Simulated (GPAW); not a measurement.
# AlFe15 (bcc Fe15Al1): moments or none, part 2 of 2

Wanted: the moments of AlFe15 (bcc Fe15Al1) and the energy gained by spin polarisation.

GPAW 26.7.0; PBE; plane waves with GPAW's PAW setups, scalar-relativistic.

So far. Step 2 (Run 1 (ferro +++++++++++++++)): After 39 cycles the largest moment stands at 2.50 μB.

## (3) Start 2: no spin polarisation

A run without seeds gives the energy of the state without moments.

Contents of nospin.py:

```python
import json
import numpy as np
from ase import Atoms
from ase.parallel import paropen, parprint
from gpaw import GPAW

atoms = Atoms(['Al', 'Fe', 'Fe', 'Fe', 'Fe', 'Fe', 'Fe', 'Fe', 'Fe', 'Fe', 'Fe', 'Fe', 'Fe', 'Fe', 'Fe', 'Fe'],
    cell=[[5.77875, 0.0, 0.0],
         [0.0, 5.77875, 0.0],
         [0.0, 0.0, 5.77875]],
    scaled_positions=[[0.0, 0.0, 0.0],
         [0.25, 0.25, 0.25],
         [0.0, 0.0, 0.5],
         [0.25, 0.25, 0.75],
         [0.0, 0.5, 0.0],
         [0.25, 0.75, 0.25],
         [0.0, 0.5, 0.5],
         [0.25, 0.75, 0.75],
         [0.5, 0.0, 0.0],
         [0.75, 0.25, 0.25],
         [0.5, 0.0, 0.5],
         [0.75, 0.25, 0.75],
         [0.5, 0.5, 0.0],
         [0.75, 0.75, 0.25],
         [0.5, 0.5, 0.5],
         [0.75, 0.75, 0.75]],
    pbc=True)
atoms.calc = GPAW(mode={'name': 'pw', 'ecut': 450},
    xc='PBE',
    kpts={'size': (7, 7, 7), 'gamma': True},
    occupations={'name': 'fermi-dirac', 'width': 0.05},
    convergence={'density': 1e-05, 'energy': 1e-05},
    maxiter=200,
    mixer={'name': 'pulay', 'beta': 0.04, 'nmaxold': 8, 'weight': 100},
    symmetry={'tolerance': 1e-4},
    txt='nospin.txt')
e = atoms.get_potential_energy(force_consistent=True)
res = {'free_energy': e, 'energy_sigma0': atoms.get_potential_energy(), 'fermi_energy': atoms.calc.get_fermi_level()}
parprint(f'free energy: {e:.6f} eV')
atoms.calc.write('nospin.gpw')
with paropen('results.json', 'w') as f:
    json.dump(res, f)
```

Started as:

```
$ OMP_NUM_THREADS=1 mpirun -n 4 gpaw python nospin.py > nospin.log
```

Numbers of over 12 decimals in the logs are rounded to 6 here.

What it wrote:

```text
free energy: -130.842996 eV

--- nospin.txt ---
Input parameters:
  mode=PW(ecut=450),
  convergence={'density': 1e-05, 'energy': 1e-05},
  kpts=MonkhorstPack(size=(7, 7, 7), gamma=True),
  maxiter=200,
  mixer=Pulay(name='pulay', nmaxold=8, beta=0.04, weight=100, sigma=0.015, g_ss=None),
  occupations=Occupations(name='fermi-dirac', width=0.05),
  symmetry=Symmetry(tolerance=0.0001),
  xc=XC(name='PBE')

Diagonalizing LCAO Hamiltonian
Converting LCAO to pw mode
     .-------------.
    /|             |
   / |             |
  /  | Fe      Fe  |
 *   |             |
 |   Fe      Fe    |
 | Fe| Fe Fe   Fe  |
 |   .-------------.
 Fe /Fe Fe   Fe   /
 | Fe     Fe     /
 |/             /
 Al-----Fe-----*

Atoms  # Å, Bohr magnetons
|    | symbol |        x |        y |        z |    initial magnetic moments |
|----|--------|----------|----------|----------|-----------------------------|
|  0 |     Al | 0.000000 | 0.000000 | 0.000000 | ( 0.0000,  0.0000,  0.0000) |
|  1 |     Fe | 1.444687 | 1.444687 | 1.444687 | ( 0.0000,  0.0000,  0.0000) |
|  2 |     Fe | 0.000000 | 0.000000 | 2.889375 | ( 0.0000,  0.0000,  0.0000) |
|  3 |     Fe | 1.444687 | 1.444687 | 4.334062 | ( 0.0000,  0.0000,  0.0000) |
|  4 |     Fe | 0.000000 | 2.889375 | 0.000000 | ( 0.0000,  0.0000,  0.0000) |
|  5 |     Fe | 1.444687 | 4.334062 | 1.444687 | ( 0.0000,  0.0000,  0.0000) |
|  6 |     Fe | 0.000000 | 2.889375 | 2.889375 | ( 0.0000,  0.0000,  0.0000) |
|  7 |     Fe | 1.444687 | 4.334062 | 4.334062 | ( 0.0000,  0.0000,  0.0000) |
|  8 |     Fe | 2.889375 | 0.000000 | 0.000000 | ( 0.0000,  0.0000,  0.0000) |
|  9 |     Fe | 4.334062 | 1.444687 | 1.444687 | ( 0.0000,  0.0000,  0.0000) |
| 10 |     Fe | 2.889375 | 0.000000 | 2.889375 | ( 0.0000,  0.0000,  0.0000) |
| 11 |     Fe | 4.334062 | 1.444687 | 4.334062 | ( 0.0000,  0.0000,  0.0000) |
| 12 |     Fe | 2.889375 | 2.889375 | 0.000000 | ( 0.0000,  0.0000,  0.0000) |
| 13 |     Fe | 4.334062 | 4.334062 | 1.444687 | ( 0.0000,  0.0000,  0.0000) |
| 14 |     Fe | 2.889375 | 2.889375 | 2.889375 | ( 0.0000,  0.0000,  0.0000) |
| 15 |     Fe | 4.334062 | 4.334062 | 4.334062 | ( 0.0000,  0.0000,  0.0000) |

Unit cell  # Å
| periodic |        x |        y |        z |  lengths |    angles |
|----------|----------|----------|----------|----------|-----------|
|      yes | 5.778750 | 0.000000 | 0.000000 | 5.778750 | 90.000000 |
|      yes | 0.000000 | 5.778750 | 0.000000 | 5.778750 | 90.000000 |
|      yes | 0.000000 | 0.000000 | 5.778750 | 5.778750 | 90.000000 |

Number of symmetries: 48

BZ-sampling:
  Number of BZ points: 343
  Number of IBZ points: 20

  Monkhorst-Pack size: [7, 7, 7]
  Monkhorst-Pack shift: [0, 0, 0]

Plane wave coefficients: 4198
Cutoff: 450.000000 eV

Spin-components: 1 (collinear spins)
Bands:           78
Projectors:      95
Spin-degeneracy: 2
Datatype:        complex128

Parallelization:
  kpt:    4
  domain: 1
  band:   1

Density:
  Valence electrons: 123.0
  Components: 1
  Grid points: [30 30 30]
  Charge: 0.0  # |e|

Potential:
  Grid points: [30 30 30]

[... setups left out ...]
Reference energy: -525895.242264  # eV

eigensolver:
  PPCG
  Converge bands: occupied
  niter=2

density mixing:
  Pulay-Mixer
  Linear mixing parameters: 0.04
  Old densities: 8
  Fourier metric: weight=100, sigma=0.015

occupation numbers:
  Fermi-Dirac:
    width: 0.0500  # eV

poisson solver:
  ecut: 3600.000000  # eV

xc functional:
  name: PBE with 2 nearest neighbor stencil

convergence criteria:
- Maximum integral of absolute [dens]ity change: 1e-05 electrons / valence electron
- Maximum [total energy] change in last 3 cyles: 1e-05 eV / valence electron
- Maximum integral of absolute [eigenst]ate change: 4e-08 eV^2 / valence electron
maximum number of iterations: 200

SCF iterations
|iter     |      energy | eigst |  dens |
|---------|-------------|-------|-------|
|iter:   1|       0s | -131.247363 | +0.51 |       |
|iter:   2|       4s | -131.222769 | -1.06 | -1.25 |
|iter:   3|       9s | -130.961128 | -1.78 | -1.23 |
|iter:   4|      13s | -130.616255 | -2.05 | -1.32 |
|iter:   5|      17s | -130.195845 | -1.55 | -1.43 |
|iter:   6|      22s | -130.205552 | -2.56 | -1.71 |
|iter:   7|      26s | -130.490058 | -1.81 | -1.77 |
|iter:   8|      31s | -130.620694 | -2.07 | -1.78 |
|iter:   9|      35s | -130.528757 | -1.71 | -1.93 |
|iter:  10|      39s | -130.580395 | -2.48 | -2.24 |
[... 15 iterations left out ...]
|iter:  26|     109s | -130.584142c| -6.83 | -3.95 |
|iter:  27|     113s | -130.584134c| -6.81 | -4.10 |
|iter:  28|     117s | -130.584137c| -7.16 | -4.24 |
|iter:  29|     122s | -130.584129c| -7.58c| -4.37 |
|iter:  30|     124s | -130.584133c| -7.52c| -4.42 |
|iter:  31|     127s | -130.584135c| -7.56c| -4.57 |
|iter:  32|     131s | -130.584133c| -8.03c| -4.69 |
|iter:  33|     134s | -130.584130c| -8.04c| -4.80 |
|iter:  34|     136s | -130.584128c| -7.86c| -4.93 |
|iter:  35|     138s | -130.584127c| -8.12c| -5.05c|

Converged in 35 steps
Energy contributions relative to reference atoms: (reference = -525895.242264)

Energy contributions:
  Kinetic:         -36.929186
  Coulomb:          28.348472
  Zero:              2.541413
  External:          0.000000
  Xc:             -124.285957
  Entropy:          -0.517738
  Spinorbit:         0.000000
  ----------------------------
  Free energy:    -130.842996
  Extrapolated:   -130.584127

dipole moment: (-52.469858, -52.469858, -52.469858)  # |e|*Ang

Fermi level: 9.381
Eigenvalues  # (at kpt = [0.000, 0.000, 0.000])
| band index |      eig [eV] | occ [0-2] |
|------------|---------------|-----------|
|          0 |         0.697 |     2.000 |
|        ... |               |           |
|         52 |         9.075 |     1.996 |
|         53 |         9.079 |     1.995 |
|         54 |         9.262 |     1.831 |
|         55 |         9.262 |     1.831 |
|         56 |         9.262 |     1.831 |
|         57 |         9.314 |     1.586 |
|         58 |         9.332 |     1.451 |
|         59 |         9.332 |     1.451 |
|         60 |         9.444 |     0.438 |
|         61 |         9.444 |     0.438 |
|         62 |         9.521 |     0.114 |
|         63 |         9.521 |     0.114 |
|         64 |         9.527 |     0.102 |
|         65 |         9.554 |     0.060 |
|         66 |         9.554 |     0.060 |
|         67 |         9.554 |     0.060 |
|        ... |               |           |
|         77 |        10.110 |     0.000 |

No gap
No difference between direct/indirect transitions
```

Elapsed: 2.5 min, on 4 MPI ranks of Arm Neoverse V1, shared host; peak memory 1.1 GiB.

This step gave:

```
final state : non-magnetic (no spin polarisation)
```

It lies 553 meV a seeded atom over the first start.

## (4) Energies of the orders

These are free energies at a smearing of 0.05 eV, so its entropy term is in the differences. They are divided by the number of seeded atoms, so that cells of unlike size compare.

Orders:

```
                start    final state  typed order kept  energy over the lowest (meV a seeded atom)  largest site moment (μB)  net moment (μB a primitive cell)  mesh matched  CPU time (s)
ferro +++++++++++++++  ferromagnetic               yes                                           0                     2.497                             34.52           yes          1535
 no spin polarisation   non-magnetic                 -                                       553.3                         0                                 0           yes         595.7
```

## (5) Results

```yaml
lower_run: with moments
largest_site_moment: 2.50 μB
energy_gained_by_spin_polarisation: 553 meV a seeded atom
```

The crystal holds moments, up to 2.50 μB, and gains 553 meV a seeded atom by them. No antiferromagnetic order was tried, so the session says nothing on how the moments order.

[Logs and program files are shortened in this print: banners, set-up blocks, solver, clock and traceback lines can be left out without a mark of their own.]

[Logs are printed without paths, hosts, clocks, repeated set-up lines and the standing remarks that a program may print on its own settings, such as how far it seeks lower states.]

[Hosts, paths, dates, database ids (printed as entryN), source tags and the programs' standing remarks are cut or masked in the printed files.]

[Where a cell is said to come from a database of computed structures, the database is the Materials Project.]
